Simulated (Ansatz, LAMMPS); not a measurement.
# Amorphous Si at 2.29 g/cm^3 (80 atoms): relaxation and levels of theory

Which bonds does the relaxation leave, and how do the Kohn-Sham gap, forces and pressure change with functional?

Calculated with Ansatz 0.2.0: Kohn-Sham DFT, PBE, PAW (set soft_2), plane waves; cutoff 420 eV, Γ point, fermi-dirac smearing of 0.025 eV.

In doubt: the hybrid run may have settled on a false gap or state (Ansatz), so the values of those runs are not to be relied on; a hybrid run on one k-point (Ansatz), which bears on gaps.

**The cell**

Density at the start: 2.29 g/cm³. The cell holds 80 atoms: 80 Si. Cell: a = 11.767 Å, b = 11.767 Å, c = 11.767 Å, α = 90.0°, β = 90.0°, γ = 90.0°. 80 atoms (80 Si) placed at random at 2.29 g/cm³, melted at 2500 K for 10 ps at fixed volume with the modified Tersoff potential (Kumagai, Izumi, Hara and Sakai, Comput. Mater. Sci. 39, 457 (2007)). Quenched from 2500 K to 300 K at 10 K/ps and fixed volume, annealed at 800 K for 20 ps, held 5 ps, then minimised at fixed cell.

The atoms were relaxed with PBE. The walk converged after 10 steps, with a largest force component of 0.0239 eV/Å; it began at an r.m.s. force component of 0.22 eV/Å. The energy fell by 19.5 meV an atom.

The input of the reference single point:

```yaml
crystal:
  lattice:
    - [11.7668, 0.0, 0.0]
    - [0.0, 11.7668, 0.0]
    - [0.0, 0.0, 11.7668]
  atoms:
    - { symbol: Si, position: [0.82067, 0.63227, 0.51292] }
    - { symbol: Si, position: [0.52834, 0.46984, 0.62587] }
    - { symbol: Si, position: [0.24018, 0.72165, 0.27726] }
    - { symbol: Si, position: [0.94807, 0.69545, 0.3669] }
    [... 74 atom lines left out ...]
    - { symbol: Si, position: [0.8202, 0.0685, 0.65976] }
    - { symbol: Si, position: [0.63269, 0.6366, 0.69086] }
kpoints:
  mp_grid: { grid: [1, 1, 1] }
hamiltonian:
  xc: pbe
scf:
  occupations: { method: fermi_dirac, width: 0.025 }
output:
  forces: true
  stress: true
  populations: true
  dos:
    method: { smearing: { sigma: 0.08 } }
    de: 0.05
    projected: { site_lists: { Si: [Si] } }
  eigenvalues: true
  write_density: true
  write_potential: true
  volumetric_format: npy
```

**Bonds after relaxation**

Bonds by pair of elements; cutoffs follow the first minimum of g(r), held within bounds set by covalent radii, and pairs that aren't listed don't count as bonded:

| pair A-B | cutoff (Å) | bonds | mean length (Å) | spread (Å) | shortest (Å) | B about A | A about B |
| --- | --- | --- | --- | --- | --- | --- | --- |
| Si-Si | 2.83 | 164 | 2.40 | 0.073 | 2.28 | 4.1 | 4.1 |

How many atoms have how many bonded neighbours:

```
element  mean   4  5  6
     Si   4.1  73  6  1
```

**Beside experiment**

**What experiment says.** Si-Si coordination number quoted from the high-resolution X-ray diffraction study of Laaziri et al (as quoted in “Relationship between diffraction peak, network topology, and amorphous-forming ability in silicon and silica”, 2021, PMC8590056): number of Si about Si 3.9.

Against the measurements quoted at the start:

| quantity | measured | this cell | difference | method of the measurement |
| --- | --- | --- | --- | --- |
| number of Si about Si | 3.9 | 4.1 | +5.1 % | X-ray diffraction |

The cell differs from the measured neighbour counts by up to 5.1 %. The network comes from the model that made the cell; in DFT 5 of its 166 bonded pairs passed out of the cutoffs and 3 came within them. Our coordination numbers hang on a cutoff, and experiments count neighbours in their own ways.

**Levels of theory**

Single points at the relaxed geometry:

| functional | k-mesh | Kohn-Sham gap (eV) | pressure (GPa) | r.m.s. force component (eV/Å) | SCF cycles | time |
| --- | --- | --- | --- | --- | --- | --- |
| PBE | 1×1×1 | 0.159 | -0.10 | 0.006 | 11 | 17 s |
| r2SCAN | 1×1×1 | 0.161 | -1.25 | 0.060 | 10 | 49 s |
| PBEsol | 1×1×1 | 0.165 | -1.93 | 0.016 | 10 | 14 s |

The gap is that between the highest filled and lowest empty Kohn-Sham level on the run's k-points. Cutoffs: 420 eV for PBE and PBEsol; 500 eV for r2SCAN. Times come from shared hosts and are rough.

**Findings**

By these cutoffs 91 % of Si atoms have 4 neighbours. The Kohn-Sham gap is 0.16 eV with PBE on the 1×1×1 mesh. On the reference's mesh the gap changes with r2SCAN by under 0.01 eV and PBEsol by +0.01 eV. Against the reference the pressure changes with r2SCAN by -1.2 GPa and PBEsol by -1.8 GPa; a negative change means a smaller volume than PBE would take.

Limits: 1 converged run is left out of the tables as doubtful: HSE06 on 1×1×1 (the hybrid may have settled on a false gap or state). All single points share the geometry relaxed with PBE. The density was set when the cell was made, as one point of a scan, and needn't be that of the real material. One sample; tail or defect levels can set the gap of a disordered cell. The quench rate of 10 K/ps is many orders above laboratory rates, so the cell is likely richer in defects and strain than a real sample. The network of bonds at the start is that of the classical potential that made the cell, and needn't be the one that DFT or experiment would give.

[Logs are printed without paths, hosts, clocks, repeated set-up lines and the standing remarks that a program may print on its own settings, such as how far it seeks lower states.]

[Hosts, paths, dates, database ids (printed as entryN), source tags and the programs' standing remarks are cut or masked in the printed files.]
